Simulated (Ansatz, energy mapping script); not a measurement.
## Spin model of NiO from collinear orders

Wanted: the magnetic order of NiO, its couplings and an estimate of its ordering temperature, by PBEsol+U (6 eV).

Program: Ansatz 0.2.0. Level of theory: PBEsol with U = 6 eV on Ni d, ortho-atomic projectors; plane waves, U on orthogonalised atomic orbitals unless named otherwise, collinear spin, no spin–orbit coupling. Results are calculated unless marked as measured.

**What experiment says.**

For NiO, rock salt (NaCl structure) (bulk NiO, value quoted from literature), “Local correlations, non-local screening, multiplets, and band formation in NiO” (2012, arxiv:1210.6675) quotes earlier work: ordering temperature (Neel temperature) 523 K [Literature value cited from ref 1 in the introduction].

### 1. Starting point

The structure is cubic, space group Fm-3m (No. 225). Conventional cell: a = 4.172 Å, b = 4.172 Å, c = 4.172 Å, α = 90.00°, β = 90.00°, γ = 90.00°. Nearest to Ni lie 6 O at 2.09 Å. O has 6 Ni at 2.09 Å nearest. Farther neighbours and most contacts between anions are not listed.

A Hubbard U penalises fractional filling of the shell. It raises the cost of virtual hops to the neighbours, so couplings that rest on such hops usually weaken.

### 2. One set of occupation matrices for all orders

A corrected shell can settle in several orbital fillings. One parallel run, with an occupation width a fifth wider than the orders use, therefore is to supply the occupation matrices. All orders start from them.

The input, input.yaml:

```yaml
crystal:
  lattice:
    - [0.0, 2.085901641, 2.085901641]
    - [2.085901641, 0.0, 2.085901641]
    - [2.085901641, 2.085901641, 0.0]
  atoms:
    - { symbol: Ni, position: [0.0, 0.0, 0.0], spin: 2.0 }
    - { symbol: O, position: [0.5, 0.5, 0.5] }
magnetization:
  spin_polarized: true
kpoints:
  mp_grid: { grid: [11, 11, 11] }
hamiltonian:
  xc: pbesol
  hubbard:
    sites: [{ species: Ni, l: d, u_eff: 6.0 }]
    projectors: ortho-atomic
scf:
  occupations: { method: fermi_dirac, width: 0.06 }
output:
  eigenvalues: true
```

The run is started by

```console
> ansatz run input.yaml --threads 4 --pin off --max-ram 8192MiB --backend cpu --events-out ev --progress --plain --runs-dir out
```

Numbers of over 12 decimals in the logs are rounded to 6 here.

Log:

```text
Engine: ansatz 0.2.0, aarch64-unknown-linux-gnu
Pseudopotentials: kind: paw
Pseudopotential: Ni, paw, valence charge 18, recommended cutoff 420 eV (normal), Ni.paw.azcp
Pseudopotential: O, paw, valence charge 6, recommended cutoff 420 eV (normal), O.paw.azcp
Functional definition: PBEsol
  exchange = pbesol_x
  correlation = pbesol_c
Crystal: 2 atoms, lattice volume = 18.151 Å³
Basis set: ecut = 420 eV, 339 PW (Γ)
Bands: 17, of which v1, the nominal top of the filled ones, is band 12 counted from 1 (11 counted from 0)
Symmetry: 48 space group operations
Space group: Fm-3m (ITA 225), of the structure as read, at distance tolerance 2.6e-5 Å
Magnetic group: BNS 225.116 (UNI 1618), of the structure as read, at distance tolerance 2.6e-5 Å
k-points: 56 of 1331
Non-local potential: Ni, projectors of the file, l = 0: 3, l = 1: 2, l = 2: 3, l = 3: 1
Non-local potential: O, projectors of the file, l = 0: 2, l = 1: 2, l = 2: 1
PAW form: soft (Blöchl's): semilocal exchange-correlation on the pseudo side does not see the compensation charge
PAW frozen core: Ni, regenerated for the run's functional, and the local potential with it (the file was generated under x = pbe(κ = 0.804, μ = 0.219515), c = pbe(β = 0.066725))
PAW frozen core: O, regenerated for the run's functional, and the local potential with it (the file was generated under x = pbe(κ = 0.804, μ = 0.219515), c = pbe(β = 0.066725))
PAW one-centre angular grid: Ni, 590 points (default); XC on 64 Gauss nodes
PAW one-centre angular grid: O, 110 points (default); XC on 64 Gauss nodes
Initial density: superposition of atomic densities (chi_scale 0.1, normalization cell, long waves kept (reshape's long-wave potential 0.00 eV rms))
Starting moments: Σ|m| = 2 μB on 1 of 2 sites
Initial wavefunctions: pseudopotential atomic-orbital guess
Functional: x = pbesol(κ = 0.804, μ = 0.123457), c = pbesol(β = 0.046)
SCF iter   1: F=—  HF=-6364.542830 eV  |F-HF|=—  |Δ(HF+E_count)|=         —  Δρ=3.99e-1 (↑1.11e-1 ↓3.99e-1)  dr2=3.23e1  dr2_m=4.82e0  M=0.558 μB ∫|m|=0.559 μB  β_m=0.30  ethr=3.10e-3  ⟨swp⟩=5.6  Hψ=8304  notcnv=0
preconditioner: auto → none  [metal: Δε(μ)=0.020 eV  Ē_g=16.445 eV  σ=0.060 eV  W_gap=0.08  n_scr=8 (ndim 8)  ℏωp=34.9 eV  f_vac=0.000  D(μ)=1.90/eV (n_scr^D=26)  sad-step TF]
SCF iter   2: F=—  HF=-6361.256740 eV  |F-HF|=—  |Δ(HF+E_count)|=    3.29e0  Δρ=7.33e-2 (↑5.10e-2 ↓7.33e-2)  dr2=4.42e-1  dr2_m=2.37e-1  M=1.626 μB ∫|m|=1.627 μB  β_m=1.00  ethr=3.10e-3  ⟨swp⟩=3.4  Hψ=5345  notcnv=0  defer=16
SCF iter   3: F=—  HF=-6361.693396 eV  |F-HF|=—  |Δ(HF+E_count)|=   4.37e-1  Δρ=5.17e-2 (↑3.49e-2 ↓5.17e-2)  dr2=2.26e-1  dr2_m=1.01e-1  M=1.853 μB ∫|m|=1.860 μB  β_m=1.00  ethr=1.84e-3  ⟨swp⟩=2.8  Hψ=4431  notcnv=0  defer=21
[...]
SCF iter  12: F=—  HF=-6363.160442 eV  |F-HF|=—  |Δ(HF+E_count)|=   1.32e-4  Δρ=4.60e-4 (↑4.60e-4 ↓4.54e-4)  dr2=1.64e-5  dr2_m=2.63e-5  M=2.000 μB ∫|m|=2.007 μB  β_m=0.76  ethr=1.66e-6  ⟨swp⟩=2.6  Hψ=3027  notcnv=0  defer=62
SCF iter  13: F=—  HF=-6363.160446 eV  |F-HF|=—  |Δ(HF+E_count)|=   4.14e-6  Δρ=9.29e-5 (↑9.24e-5 ↓9.29e-5)  dr2=3.00e-7  dr2_m=1.28e-6  M=2.000 μB ∫|m|=2.007 μB  β_m=0.88  ethr=6.85e-8  ⟨swp⟩=2.5  Hψ=2995  notcnv=0  defer=62
SCF iter  14: F=-6363.160447 eV  HF=-6363.160447 eV  |F-HF|=2.65e-9  |Δ(HF+E_count)|=   6.61e-7  Δρ=9.09e-6 (↑5.25e-6 ↓9.09e-6)  dr2=1.91e-9  dr2_m=8.46e-9  M=2.000 μB ∫|m|=2.007 μB  ethr=4.17e-10  ⟨swp⟩=5.5  Hψ=7766  notcnv=0
SCF 1 converged in 14 iterations: F = -6363.160447 eV  dr2 = 1.91e-9
[...]
Symmetry: 8 space group operations
k-points: 186 of 1331
[...]
Starting moments: Σ|m| = 2 μB on 1 of 2 sites; this step starts from the density that it was given
[...]
an SCF along what the orbitals of the run's state read of its open shells (or to have them read: on a GPU, or by another smearing), with 40 of the crystal's symmetry operations given up (186 k-points in place of 56), reached no lower state that the run goes on to. This is no proof of a minimum
SCF converged after 14 iterations
Magnetization: 2.0000 μB (13.0000 up, 11.0000 down)
Absolute magnetization: 2.0059 μB (∫|ρ↑−ρ↓|, with the PAW one-centre terms)
Spin contamination: 0.0016 ħ² per cell (⟨S²⟩ above its minimum at these occupations)
Per-site moments (μB) at R_I (Å): [(1.705455, 0.860434), (0.221270, 0.860434)]
Free energy (F): -6363.160447 eV
Harris-Foulkes:  -6363.160447 eV  (|F-HF|=2.65e-9)
Internal energy: -6363.160447 eV  (E = F + TS)
E sigma→0 (E₀):  -6363.160447 eV
Fermi energy:    14.663243 eV
--- Per-component energies (eV) ---
  E_band       = -356.395195
  E_kinetic    = 449.799662
  E_local      = -3979.092607  (includes V_loc(G=0)·N_el)
  E_nonlocal   = 691.163919
  E_hartree    = 1631.741495
  E_xc         = -154.753749
  E_vxc        = -199.461082  (∫ρ·V_xc dr)
  E_hubbard    = 0.835801  (on-site DFT+U / exact-exchange correction)
  E_vhub       = -23.193522  (the Hubbard potential's part of the band-sum identity)
  E_paw        = -1748.291802  (= ΣΔE_a)
  E_vpaw       = -559.097656  (= ΣTr[D̂ρ^β])
  E_aug_tail   = 0.003167  (compensation charges beyond the density's cutoff)
  E_ewald      = -3254.798910
  E_core_change = 0.232577  (= ΣΔE_core)
  E_smearing   = -0.000000  (= −TS)
  E_closure    = -0.000000  (closes the sum)
  Σ components = -6363.160447   (vs F -6363.160447, Δ=0.00e0)
--- Band table (eV; the first three rows and the last of 112) ---
  k-point 0 ↑: bands = [... 8 lower, 8.1466, 8.1466, 11.8293, 11.8293, 11.8293, 15.8691, 31.8749, 32.9429, ... 1 higher]
  k-point 1 ↑: bands = [... 8 lower, 8.1755, 8.1755, 11.3366, 12.0194, 12.0194, 16.5048, 30.0347, 32.6515, ... 1 higher]
  k-point 2 ↑: bands = [... 8 lower, 8.2947, 8.2947, 10.5919, 12.4781, 12.4781, 17.7600, 27.7731, 31.5048, ... 1 higher]
  k-point 55 ↓: bands = [... 8 lower, 10.2652, 11.0107, 11.0536, 16.3063, 16.8361, 23.3448, 25.0651, 25.2909, ... 1 higher]
Occupation matrices written to <dir>
```

Run time: 2.7 s. Hardware: 4 threads of Arm Neoverse V1, shared host; peak memory 0.46 GiB.

The column dr2 measures how far the density is from self-consistency, as an energy; F and HF (Harris–Foulkes) agree once it is small.

This step gave:

| Quantity | Value |
| --- | --- |
| final state | ferromagnetic |
| electrons in the corrected shells | 8.288 e |
| largest moment | 1.705 μB |

### 3. Parallel start in cell A (4 atoms)

The parallel order is the zero of energy for this cell and mesh.

The input, input.yaml:

```yaml
crystal:
  lattice:
    - [0.0, -2.085901641, -2.085901641]
    - [0.0, 2.085901641, -2.085901641]
    - [4.171803282, 0.0, 0.0]
  atoms:
    - { symbol: Ni, position: [0.5, 0.5, 0.5], spin: 2.0 }
    - { symbol: Ni, position: [0.0, 0.0, 0.0], spin: 2.0 }
    - { symbol: O, position: [0.5, 0.5, 0.0] }
    - { symbol: O, position: [0.0, 0.0, 0.5] }
magnetization:
  spin_polarized: true
kpoints:
  mp_grid: { grid: [9, 9, 6] }
hamiltonian:
  xc: pbesol
  hubbard:
    sites:
      - { species: Ni, l: d, u_eff: 6.0 }
      - { site: 0, l: d, u_eff: 6.0, starting_ns: [{ spin: up, occupation_matrix: ni1_major }, { spin: down, occupation_matrix: ni1_minor }] }
      - { site: 1, l: d, u_eff: 6.0, starting_ns: [{ spin: up, occupation_matrix: ni1_major }, { spin: down, occupation_matrix: ni1_minor }] }
    projectors: ortho-atomic
    occupation_matrices:
      ni1_major:
        matrix:
          - [0.998, 0.0, 0.0, 0.0, 0.0]
          - [0.0, 0.999, 0.0, 0.0, 0.0]
          - [0.0, 0.0, 0.999, 0.0, 0.0]
          - [0.0, 0.0, 0.0, 0.998, 0.0]
          - [0.0, 0.0, 0.0, 0.0, 0.999]
      ni1_minor:
        matrix:
          - [0.154, 0.0, 0.0, 0.0, 0.0]
          - [0.0, 0.997, 0.0, 0.0, 0.0]
          - [0.0, 0.0, 0.997, 0.0, 0.0]
          - [0.0, 0.0, 0.0, 0.154, 0.0]
          - [0.0, 0.0, 0.0, 0.0, 0.997]
scf:
  occupations: { method: fermi_dirac, width: 0.05 }
output:
  eigenvalues: true
```

Log:

```text
[...]
Crystal: 4 atoms, lattice volume = 36.303 Å³
Basis set: ecut = 420 eV, 681 PW (Γ)
Bands: 32, of which v1, the nominal top of the filled ones, is band 24 counted from 1 (23 counted from 0)
Symmetry: 32 space group operations
[...]
k-points: 60 of 486
[...]
Starting moments: Σ|m| = 4 μB on 2 of 4 sites
[...]
SCF iter   1: F=—  HF=-12728.245530 eV  |F-HF|=—  |Δ(HF+E_count)|=         —  Δρ=2.43e-1 (↑7.73e-2 ↓2.43e-1)  dr2=2.60e1  dr2_m=2.67e0  M=2.663 μB ∫|m|=2.665 μB  β_m=0.30  ethr=3.10e-3  ⟨swp⟩=5.3  Hψ=13687  notcnv=0  defer=9
[...]
spin=Collinear: Kerker preconditioning applied to the charge; magnetization (m = ρ↑ − ρ↓) channel mixes plain (no charge-response kernel on spin).
SCF iter   2: F=—  HF=-12725.766742 eV  |F-HF|=—  |Δ(HF+E_count)|=    2.48e0  Δρ=8.70e-2 (↑3.91e-2 ↓8.70e-2)  dr2=6.98e-1  dr2_m=8.09e-1  M=4.000 μB ∫|m|=4.004 μB  β_m=1.00  ethr=3.10e-3  ⟨swp⟩=3.2  Hψ=9025  notcnv=0  defer=258
[...]
SCF iter  11: F=-12726.320862 eV  HF=-12726.320862 eV  |F-HF|=1.67e-9  |Δ(HF+E_count)|=   9.10e-8  Δρ=4.54e-6 (↑4.54e-6 ↓3.38e-6)  dr2=1.22e-9  dr2_m=5.03e-9  M=4.000 μB ∫|m|=4.015 μB  ethr=2.08e-10  ⟨swp⟩=8.2  Hψ=14259  notcnv=0
SCF 1 converged in 11 iterations: F = -12726.320862 eV  dr2 = 1.22e-9
[...]
SCF converged after 11 iterations
Magnetization: 4.0000 μB (26.0000 up, 22.0000 down)
Absolute magnetization: 4.0126 μB (∫|ρ↑−ρ↓|, with the PAW one-centre terms)
[...]
Per-site moments (μB) at R_I (Å): [(1.705511, 0.860434), (1.705511, 0.860434), (0.221192, 0.860434), (0.221192, 0.860434)]
Free energy (F): -12726.320862 eV
[...]
Internal energy: -12726.320862 eV  (E = F + TS)
E sigma→0 (E₀):  -12726.320862 eV
Fermi energy:    14.648234 eV
[...]
--- Specified on-site occupations, and those of the state reported ---
  electrons in the specified blocks: 16.5840 specified, 16.5766 found
  site 0 (l=d) ↓: largest change of an orbital's occupation 0.0005; electrons 3.2990 specified, 3.2972 found; spectral distance 0.0009
[...]
site 0 (l=d) ↑: largest change of an orbital's occupation 0.0004; electrons 4.9930 specified, 4.9911 found; spectral distance 0.0008
[...]
--- Band table (eV; the first three rows and the last of 120) ---
  k-point 0 ↑: bands = [... 20 lower, 9.1198, 10.4165, 10.4165, 11.8296, 11.8296, 11.8298, 15.8692, 20.1868, ... 4 higher]
  k-point 1 ↑: bands = [... 20 lower, 9.5507, 10.6999, 10.6999, 11.6344, 11.8352, 11.8352, 16.6113, 20.4125, ... 4 higher]
  k-point 2 ↑: bands = [... 20 lower, 10.4472, 11.1966, 11.1966, 11.3350, 11.7920, 11.7920, 18.2032, 20.6036, ... 4 higher]
  k-point 59 ↓: bands = [... 20 lower, 11.1409, 11.1409, 16.3100, 16.3100, 16.8795, 16.8795, 23.4610, 23.4610, ... 4 higher]
Occupation matrices written to <dir>
```

The job ended after 2.9 s (4 threads; peak memory 0.4 GiB).

Spin moment in the sphere by atom:

| atom | spin moment in the sphere (μB) |
| --- | --- |
| Ni1 | 1.71 |
| Ni2 | 1.71 |
| O3 | 0.22 |
| O4 | 0.22 |

The run ends ferromagnetic.

### 4. Compensated +− start in cell A (4 atoms)

This order reverses 8 of the 12 neighbours at 2.95 Å, 0 of the 6 neighbours at 4.17 Å and 16 of the 24 neighbours at 5.11 Å, counted for an average magnetic atom.

Edit input.yaml of step 3 so:

```diff
@@ -7,3 +7,3 @@
     - { symbol: Ni, position: [0.5, 0.5, 0.5], spin: 2.0 }
-    - { symbol: Ni, position: [0.0, 0.0, 0.0], spin: 2.0 }
+    - { symbol: Ni, position: [0.0, 0.0, 0.0], spin: -2.0 }
     - { symbol: O, position: [0.5, 0.5, 0.0] }
@@ -20,3 +20,3 @@
       - { site: 0, l: d, u_eff: 6.0, starting_ns: [{ spin: up, occupation_matrix: ni1_major }, { spin: down, occupation_matrix: ni1_minor }] }
-      - { site: 1, l: d, u_eff: 6.0, starting_ns: [{ spin: up, occupation_matrix: ni1_major }, { spin: down, occupation_matrix: ni1_minor }] }
+      - { site: 1, l: d, u_eff: 6.0, starting_ns: [{ spin: up, occupation_matrix: ni1_minor }, { spin: down, occupation_matrix: ni1_major }] }
     projectors: ortho-atomic
```

Log:

```text
[...]
Crystal: 4 atoms, lattice volume = 36.303 Å³
Basis set: ecut = 420 eV, 681 PW (Γ)
Bands: 32, of which v1, the nominal top of the filled ones, is band 24 counted from 1 (23 counted from 0)
Symmetry: 16 space group operations
[...]
k-points: 60 of 486
[...]
Starting moments: Σ|m| = 4 μB on 2 of 4 sites
Starting magnetic order: antiferromagnet; a translation exchanges its spin sublattices: spin-degenerate at every k-point
[...]
SCF iter   1: F=—  HF=-12728.234528 eV  |F-HF|=—  |Δ(HF+E_count)|=         —  Δρ=1.83e-1 (↑1.83e-1 ↓1.83e-1)  dr2=2.69e1  dr2_m=2.74e0  M=0.000 μB ∫|m|=2.308 μB  β_m=0.30  ethr=3.10e-3  ⟨swp⟩=5.2  Hψ=6847  notcnv=0  defer=20
[...]
SCF iter  12: F=-12726.294586 eV  HF=-12726.294586 eV  |F-HF|=3.09e-11  |Δ(HF+E_count)|=  8.57e-10  Δρ=4.44e-7 (↑4.44e-7 ↓4.44e-7)  dr2=6.18e-11  dr2_m=4.51e-11  M=0.000 μB ∫|m|=3.796 μB  ethr=2.03e-12  ⟨swp⟩=1.9  Hψ=5106  notcnv=0
SCF 1 converged in 12 iterations: F = -12726.294586 eV  dr2 = 6.18e-11
[...]
SCF converged after 12 iterations
an eigenvalue changed by more than its tolerance at an iteration that met the thresholds in force, so the SCF went on 1 time: the last check found none over its tolerance
Magnetization: 0.0000 μB (24.0000 up, 24.0000 down)
Absolute magnetization: 3.8035 μB (∫|ρ↑−ρ↓|, with the PAW one-centre terms)
[...]
Per-site moments (μB) at R_I (Å): [(1.714303, 0.860434), (-1.714303, 0.860434), (-0.075271, 0.860434), (0.075271, 0.860434)]
Free energy (F): -12726.294586 eV
[...]
Internal energy: -12726.294586 eV  (E = F + TS)
E sigma→0 (E₀):  -12726.294586 eV
Fermi energy:    14.791977 eV
[...]
--- Specified on-site occupations, and those of the state reported ---
  electrons in the specified blocks: 16.5840 specified, 16.5613 found
[...]
--- Band table (eV; the first three rows and the last of 120) ---
  k-point 0 ↑: bands = [... 20 lower, 10.6087, 12.0500, 12.0601, 12.0601, 15.7328, 15.9754, 16.0537, 20.4698, ... 4 higher]
  k-point 1 ↑: bands = [... 20 lower, 10.9800, 11.6128, 12.0786, 12.0786, 15.7313, 16.0773, 16.8881, 20.7133, ... 4 higher]
  k-point 2 ↑: bands = [... 20 lower, 11.5091, 11.5091, 12.0651, 12.0651, 15.7283, 16.2079, 18.5598, 20.9824, ... 4 higher]
  k-point 59 ↓: bands = [... 20 lower, 10.7215, 10.8945, 10.9224, 11.8952, 16.2999, 16.8727, 22.8512, 23.4084, ... 4 higher]
Occupation matrices written to <dir>
```

The job ended after 2.1 s (4 threads; peak memory 0.4 GiB; 7.4 s of CPU time).

Spin moment in the sphere by atom:

| atom | spin moment in the sphere (μB) |
| --- | --- |
| Ni1 | 1.71 |
| Ni2 | -1.71 |
| O3 | -0.08 |
| O4 | 0.08 |

The run ends antiferromagnetic, 13.14 meV a magnetic atom above the parallel order of its cell.

### 5. Order 3: parallel, cell B of 4 atoms

A new cell needs its own zero of energy.

This run holds the same structure in another cell (c 4.172 → 5.109 Å, α 90.0 → 73.2°, β 90.0 → 73.2°, γ 90.0 → 60.0°).

The input, input.yaml:

```yaml
crystal:
  lattice:
    - [0.0, -2.085901641, -2.085901641]
    - [-2.085901641, 0.0, -2.085901641]
    - [2.085901641, 2.085901641, -4.171803282]
  atoms:
    - { symbol: Ni, position: [0.5, 0.5, 0.5], spin: 2.0 }
    - { symbol: Ni, position: [0.0, 0.0, 0.0], spin: 2.0 }
    - { symbol: O, position: [0.75, 0.75, 0.75] }
    - { symbol: O, position: [0.25, 0.25, 0.25] }
magnetization:
  spin_polarized: true
kpoints:
  mp_grid: { grid: [10, 10, 10] }
hamiltonian:
  xc: pbesol
  hubbard:
    sites:
      - { species: Ni, l: d, u_eff: 6.0 }
      - { site: 0, l: d, u_eff: 6.0, starting_ns: [{ spin: up, occupation_matrix: ni1_major }, { spin: down, occupation_matrix: ni1_minor }] }
      - { site: 1, l: d, u_eff: 6.0, starting_ns: [{ spin: up, occupation_matrix: ni1_major }, { spin: down, occupation_matrix: ni1_minor }] }
    projectors: ortho-atomic
    occupation_matrices:
      ni1_major:
        matrix:
          - [0.998, 0.0, 0.0, 0.0, 0.0]
          - [0.0, 0.999, 0.0, 0.0, 0.0]
          - [0.0, 0.0, 0.999, 0.0, 0.0]
          - [0.0, 0.0, 0.0, 0.998, 0.0]
          - [0.0, 0.0, 0.0, 0.0, 0.999]
      ni1_minor:
        matrix:
          - [0.154, 0.0, 0.0, 0.0, 0.0]
          - [0.0, 0.997, 0.0, 0.0, 0.0]
          - [0.0, 0.0, 0.997, 0.0, 0.0]
          - [0.0, 0.0, 0.0, 0.154, 0.0]
          - [0.0, 0.0, 0.0, 0.0, 0.997]
scf:
  occupations: { method: fermi_dirac, width: 0.05 }
output:
  eigenvalues: true
```

Log:

```text
[...]
Crystal: 4 atoms, lattice volume = 36.303 Å³
Basis set: ecut = 420 eV, 683 PW (Γ)
Bands: 32, of which v1, the nominal top of the filled ones, is band 24 counted from 1 (23 counted from 0)
Symmetry: 24 space group operations
[...]
k-points: 116 of 1000
[...]
Starting moments: Σ|m| = 4 μB on 2 of 4 sites
[...]
k-point 1 ↑: bands = [... 20 lower, 10.3411, 11.6577, 11.8894, 11.8894, 13.7013, 13.7013, 16.0823, 19.7835, ... 4 higher]
  k-point 2 ↑: bands = [... 20 lower, 10.2987, 11.2560, 12.0567, 12.0567, 13.5837, 13.5837, 16.6179, 19.7368, ... 4 higher]
  k-point 115 ↓: bands = [... 20 lower, 11.1652, 11.1652, 16.6087, 16.6087, 17.1236, 17.1236, 22.8689, 22.8689, ... 4 higher]
Occupation matrices written to <dir>
[key lines of the parts left out:]
SCF converged after 11 iterations
Magnetization: 4.0000 μB (26.0000 up, 22.0000 down)
Free energy (F): -12726.320949 eV
Fermi energy:    14.659746 eV
```

Wall time 5.8 s (4 threads); peak memory 0.49 GiB; 21 s of CPU time.

The run ends ferromagnetic. For each magnetic atom its energy differs from the parallel run of the first cell by -0.04 meV, an error that one common reference would have brought in.

### 6. Compensated +− start in cell B (4 atoms)

This order reverses 6 of the 12 neighbours at 2.95 Å, 6 of the 6 neighbours at 4.17 Å and 12 of the 24 neighbours at 5.11 Å, counted for an average magnetic atom.

Edit input.yaml of step 5 so:

```diff
@@ -7,3 +7,3 @@
     - { symbol: Ni, position: [0.5, 0.5, 0.5], spin: 2.0 }
-    - { symbol: Ni, position: [0.0, 0.0, 0.0], spin: 2.0 }
+    - { symbol: Ni, position: [0.0, 0.0, 0.0], spin: -2.0 }
     - { symbol: O, position: [0.75, 0.75, 0.75] }
@@ -20,3 +20,3 @@
       - { site: 0, l: d, u_eff: 6.0, starting_ns: [{ spin: up, occupation_matrix: ni1_major }, { spin: down, occupation_matrix: ni1_minor }] }
-      - { site: 1, l: d, u_eff: 6.0, starting_ns: [{ spin: up, occupation_matrix: ni1_major }, { spin: down, occupation_matrix: ni1_minor }] }
+      - { site: 1, l: d, u_eff: 6.0, starting_ns: [{ spin: up, occupation_matrix: ni1_minor }, { spin: down, occupation_matrix: ni1_major }] }
     projectors: ortho-atomic
```

Log:

```text
[...]
Crystal: 4 atoms, lattice volume = 36.303 Å³
Basis set: ecut = 420 eV, 683 PW (Γ)
Bands: 32, of which v1, the nominal top of the filled ones, is band 24 counted from 1 (23 counted from 0)
Symmetry: 12 space group operations
[...]
k-points: 116 of 1000
[...]
Starting moments: Σ|m| = 4 μB on 2 of 4 sites
[...]
k-point 1 ↑: bands = [... 20 lower, 11.7621, 11.7705, 12.3036, 12.3036, 16.2386, 16.8973, 16.8973, 19.8821, ... 4 higher]
  k-point 2 ↑: bands = [... 20 lower, 11.5763, 11.5763, 12.5588, 12.5588, 16.7704, 16.8396, 16.8396, 19.8477, ... 4 higher]
  k-point 115 ↓: bands = [... 20 lower, 10.8224, 10.9955, 11.9633, 12.1884, 16.7538, 16.8036, 22.5460, 22.7295, ... 4 higher]
Occupation matrices written to <dir>
[key lines of the parts left out:]
SCF converged after 13 iterations
Magnetization: 0.0000 μB (24.0000 up, 24.0000 down)
Free energy (F): -12726.554764 eV
Fermi energy:    14.522182 eV
```

It took 4 s on 4 threads; peak memory 0.47 GiB.

The run ends antiferromagnetic, 116.91 meV a magnetic atom below the parallel order of its cell.

(Part 1 of 3 ends here.)

[Logs and program files are shortened in this print: banners, set-up blocks, solver, clock and traceback lines can be left out without a mark of their own.]

[Logs are printed without paths, hosts, clocks, repeated set-up lines and the standing remarks that a program may print on its own settings, such as how far it seeks lower states.]

[Hosts, paths, dates, database ids (printed as entryN), source tags and the programs' standing remarks are cut or masked in the printed files.]

[Where a cell is said to come from a database of computed structures, the database is the Materials Project.]
